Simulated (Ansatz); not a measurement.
Rows from a G0W0 calculation on InSe (P6_3/mmc) (Ansatz 0.2.0; G0W0 on PBE, plane waves, PAW; 6×6×2 mesh, 904 empty bands, screening to 140 eV), in eV. Spin-orbit coupling is left out.

The database entry behind the starting cell differs from later determinations by our own check (c about 1.7 % long), so it need not match the best structure at ambient conditions.

```tsv
row	Σx	Σc	Vxc	Z
A	-17.94	1.54	-15.68	0.70
B	-10.39	-3.21	-13.64	0.74
C	-16.25	0.84	-14.70	0.71
D	-10.88	-3.57	-14.53	0.72
```

**Question.** Which rows are filled states and which are empty ones, and how can one tell?

Filled: A and C. Empty: B and D. The sign of Σc tells: for a filled state bare exchange, which holds its interaction with itself, lies below Vxc (Σx − Vxc is -1.5 eV or lower here) and screening gives part back as a positive Σc. For an empty state Σx lies above Vxc (+3.2 eV or more) and the Coulomb hole leaves Σc negative.

[Paths, hosts, dates, memory and timing lines, banners, echoed tables and standing remarks are left out of the program output.]

[Logs are printed without paths, hosts, clocks, repeated set-up lines and the standing remarks that a program may print on its own settings, such as how far it seeks lower states.]

[Runs of the session that timed out or met a known fault of the program may be left out.]

[Cells called generated may have been cut or substituted from an entry of the Crystallography Open Database or the Materials Project.]

[Hosts, paths, dates, database ids (printed as entryN), source tags and the programs' standing remarks are cut or masked in the printed files.]
